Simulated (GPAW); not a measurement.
# How TaN absorbs and reflects light

Aim: the dielectric function of TaN, and the optical constants that follow from it.

Calculated with GPAW 26.7.0; DFT, PBE, plane-wave PAW (GPAW data sets), scalar-relativistic, RPA, optical limit.

### 1. Starting point

The structure is cubic, space group Fm-3m (No. 225). The conventional cell has a = 4.358 Å, b = 4.358 Å, c = 4.358 Å, α = 90.00°, β = 90.00°, γ = 90.00°. Nearest to Ta lie 6 N at 2.18 Å. Nearest to N lie 6 Ta at 2.18 Å. Farther neighbours and most contacts between anions are not listed.

Structure file:

```xyz
2
Lattice="0.0000 2.1790 2.1790 2.1790 0.0000 2.1790 2.1790 2.1790 0.0000" Properties=species:S:1:pos:R:3 pbc="T T T"
Ta    2.1790    2.1790    2.1790
N     0.0000    0.0000    0.0000
```

### 2. Dielectric function, RPA

Transitions between filled and empty bands, summed over the zone, give the optical response, so mesh, band count and broadening shape it.

The induced potential is part of this response.

The input, df.py:

```python
from gpaw.response.df import DielectricFunction

df = DielectricFunction('full.gpw', frequencies={'type': 'nonlinear', 'domega0': 0.03, 'omega2': 8},
                        ecut=50,
                        eta=0.15,
                        nbands=22,
                        rate=0.05,
                        txt='df.txt')
for direction in ['x']:
    df.get_dielectric_function(xc='RPA', direction=direction, filename=f'df_{direction}.csv')
```

Started as:

```sh
> OMP_NUM_THREADS=1 python df.py
```

The program printed:

```text
Using integrator: PointIntegrator
NonLinearFrequencyDescriptor(from 0.000 to 101.651 eV, 542 points)
Nonperiodic BCs:  [False False False]
Using integrator: PointIntegrator
NonLinearFrequencyDescriptor(from 0.000 to 101.651 eV, 542 points)
Nonperiodic BCs:  [False False False]
Using integrator: PointIntegrator

Calculating chi0 body with:
    Ground state adapter containing:
    Number of spins: 1
    Number of kpoints: 8000
    Number of irreducible kpoints: 256
    Number of completely occupied states: 8
    Number of partially occupied states: 13

    Linear response parametrization:
    q_c: [0.0, 0.0, 0.0]
    Number of frequency points: 542
    Planewave cutoff: 50.0
    Number of bands: 22
    Number of planewaves: 15
    Broadening (eta): 0.15

Integrating chi0 body.

Symmetries of q_c:
    Direct symmetries (Uq -> q): 48
    Indirect symmetries (TUq -> q): 0
In total 48 allowed symmetries.

256 groups of equivalent kpoints. 96.8% reduction.

Integral kind: spectral function

Calculating chi0 optical extensions with:
    Ground state adapter containing:
    Number of spins: 1
    Number of kpoints: 8000
    Number of irreducible kpoints: 256
    Number of completely occupied states: 8
    Number of partially occupied states: 13

    Linear response parametrization:
    Number of frequency points: 542
    Planewave cutoff: 50.0
    Number of bands: 22
    Number of planewaves: 15
    Broadening (eta): 0.15
Integrating chi0 head and wings.

Symmetries of q_c:
    Direct symmetries (Uq -> q): 48
    Indirect symmetries (TUq -> q): 0
In total 48 allowed symmetries.

256 groups of equivalent kpoints. 96.8% reduction.

Integral kind: spectral function wings

Calculating drude chi0 with:
    Number of frequency points:542
    Plasma frequency decay rate: 0.05 eV

    Ground state adapter containing:
    Number of spins: 1
    Number of kpoints: 8000
    Number of irreducible kpoints: 256
    Number of completely occupied states: 8
    Number of partially occupied states: 13

Symmetries of q_c:
    Direct symmetries (Uq -> q): 48
    Indirect symmetries (TUq -> q): 0
In total 48 allowed symmetries.

256 groups of equivalent kpoints. 96.8% reduction.

Integral kind: intraband
Plasma frequency:
[[9.4+0.j 0. -0.j 0. +0.j]
 [0. -0.j 9.4+0.j 0. +0.j]
 [0. +0.j 0. +0.j 9.4+0.j]]
```

Run time: 24 s. Hardware: 1 thread of Arm Neoverse N1, shared host; peak memory 0.23 GiB.

This step gave:

* main peak of the optical conductivity above 1 eV, first axis: 9.957 eV

Some rows of df_x.csv (energy; Re and Im without local fields; Re and Im with them):

```text
0.000000, 35799.600129, 0.000000, 35799.574080, 0.000000
0.460735, -453.932747, 181.450013, -453.999496, 181.489297
0.943989, -112.843507, 23.485061, -112.915464, 23.492497
1.451455, -46.307293, 10.891236, -46.386952, 10.909572
1.984998, -22.662909, 5.852298, -22.736470, 5.857874
2.546682, -12.122181, 4.011050, -12.204069, 4.027732
3.138794, -5.385276, 2.251755, -5.473066, 2.254337
3.763875, -1.144640, 2.149501, -1.236440, 2.147694
4.424758, 1.543291, 3.022413, 1.447680, 3.013377
5.124608, 2.690075, 3.759139, 2.602214, 3.731615
5.866977, 3.510005, 5.038876, 3.456049, 4.998242
6.655862, 3.366547, 6.117857, 3.352448, 6.121557
7.495775, 2.391662, 6.946719, 2.311420, 6.971967
8.391833, 1.811063, 6.765436, 1.722400, 6.770318
9.349861, 0.459927, 6.634723, 0.371998, 6.672031
10.376517, -0.955733, 6.121695, -1.114297, 6.182332
11.479449, -1.331757, 5.495734, -1.601835, 5.407729
12.667487, -3.058488, 3.413366, -3.171212, 3.277370
13.950874, -1.457987, 1.782522, -1.546302, 1.670442
```

Im ε, E ∥ x against photon energy; read off at these points:

```tsv
photon energy (eV)	Im ε, E ∥ x
0.5	146
1.0	20.5
1.5	9.75
2.0	5.73
2.5	4.29
3.0	2.37
3.5	2.29
4.0	2.71
4.5	3.25
5.0	3.77
5.5	4.17
6.0	5.21
6.5	5.92
7.0	6.46
7.5	6.97
8.0	6.85
8.5	7.17
9.0	6.77
9.5	6.51
10.0	6.79
10.5	5.78
11.0	5.81
11.5	5.41
12.0	5.14
12.5	3.74
13.0	2.39
13.5	1.84
```

The Re ε, E ∥ x by photon energy:

```tsv
photon energy (eV)	Re ε, E ∥ x
0.5	-396
1.0	-99.8
1.5	-43.4
2.0	-22.4
2.5	-12.7
3.0	-6.84
3.5	-3.00
4.0	-0.0876
4.5	1.55
5.0	2.34
5.5	3.39
6.0	3.50
6.5	3.52
7.0	2.76
7.5	2.29
8.0	2.47
8.5	1.66
9.0	0.514
9.5	0.0656
10.0	-0.462
10.5	-1.24
11.0	-0.960
11.5	-1.62
12.0	-2.73
12.5	-3.22
13.0	-2.95
13.5	-2.07
```

The refractive index n and extinction k by photon energy:

```tsv
photon energy (eV)	n	k
0.5	3.60	20.2
1.0	1.02	10.0
1.5	0.735	6.63
2.0	0.601	4.77
2.5	0.594	3.61
3.0	0.447	2.65
3.5	0.622	1.84
4.0	1.14	1.18
4.5	1.60	1.01
5.0	1.84	1.02
5.5	2.09	0.996
6.0	2.21	1.18
6.5	2.28	1.30
7.0	2.21	1.46
7.5	2.19	1.59
8.0	2.21	1.55
8.5	2.12	1.69
9.0	1.91	1.77
9.5	1.81	1.79
10.0	1.78	1.91
10.5	1.53	1.89
11.0	1.57	1.85
11.5	1.42	1.91
12.0	1.24	2.07
12.5	0.926	2.02
13.0	0.651	1.84
13.5	0.591	1.56
```

Values under 1 per cm are given as 1. Table of absorption coefficient, E ∥ x by photon energy:

photon energy (eV), log10 absorption coefficient, E ∥ x (1/cm) and a bar from the least value:
```
    0.492        6.0 ##############
    1.010        6.0 ##############
    1.486        6.0 ##############
    1.985        6.0 #############
    2.508        6.0 ############
    3.018        5.9 ##########
    3.510        5.8 ######
    3.980        5.7 
    4.516        5.7 
    4.981        5.7 ##
    5.515        5.7 ###
    6.021        5.9 ########
    6.494        5.9 ###########
    6.985        6.0 ##############
    7.496        6.1 #################
    8.026        6.1 ##################
    8.516        6.2 ####################
    9.023        6.2 ######################
    9.483        6.2 #######################
   10.026        6.3 #########################
   10.519        6.3 ##########################
   11.029        6.3 ##########################
   11.479        6.3 ###########################
   12.023        6.4 ##############################
   12.504        6.4 ##############################
   13.000        6.4 #############################
   13.512        6.3 ###########################
```

Reflectivity at normal incidence, E ∥ x against photon energy; read off at these points:

photon energy (eV), reflectivity at normal incidence, E ∥ x (%) and a bar from the least value:
```
      0.5       96.7 ##############################
      1.0       96.1 ##############################
      1.5       93.7 #############################
      2.0       90.5 ############################
      2.5       84.7 #########################
      3.0       80.4 ########################
      3.5       58.7 ################
      4.0       23.7 ##
      4.5       17.8 
      5.0       19.2 #
      5.5       20.7 #
      6.0       24.4 ###
      6.5       26.7 ###
      7.0       28.9 ####
      7.5       31.0 #####
      8.0       30.4 #####
      8.5       32.6 ######
      9.0       34.2 ######
      9.5       34.9 ######
     10.0       37.4 #######
     10.5       38.7 ########
     11.0       37.4 #######
     11.5       40.2 #########
     12.0       46.6 ###########
     12.5       52.5 #############
     13.0       57.3 ###############
     13.5       52.3 #############
```

Optical constants at common wavelengths, from n + ik = √ε:

```tsv
wavelength (nm)	n	k	R (%)	1/α
1550	1.41	12.744	96.6	9.7 nm
633	0.62	4.877	90.6	10 nm
405	0.46	2.534	78.6	13 nm
365	0.61	1.976	62.6	15 nm
308	1.16	1.179	23.3	21 nm
248	1.84	1.023	19.2	19 nm
193	2.27	1.259	26.0	12 nm
```

In reflection the computed colour is near white: x = 0.319, y = 0.334, luminous reflectivity 88 %.

### 3. Summary of results

| Property | Result |
| --- | --- |
| main peak of the optical conductivity above 1 eV, first axis | 9.96 eV |

**Reading.** At this level (PBE, RPA) TaN is a metal; it reflects 88 % at 550 nm. In reflection the computed colour is near white: x = 0.319, y = 0.334, luminous reflectivity 88 %. The carriers' damping of 0.05 eV is typed, not computed; it shapes the response at the lowest energies. Spin-orbit coupling is left out although heavy atoms are present. The sum runs over mesh points, so small or evenly spaced maxima can still be ripples of the mesh. In this version of GPAW the matrix elements of the optical limit are incomplete, which can lower ε − 1 by up to a tenth where first-row anions or d states rule, and shift it by more in d metals. GPAW's carrier term has the form −ωp²/(ω + i·rate)², which damps like twice the rate and fails at low energy, so the curves leave the lowest energies out.

[Machine, clock and banner lines and Python warnings are left out of the logs.]

[Logs are printed without paths, hosts, clocks, repeated set-up lines and the standing remarks that a program may print on its own settings, such as how far it seeks lower states.]

[Hosts, paths, dates, database ids (printed as entryN), source tags and the programs' standing remarks are cut or masked in the printed files.]
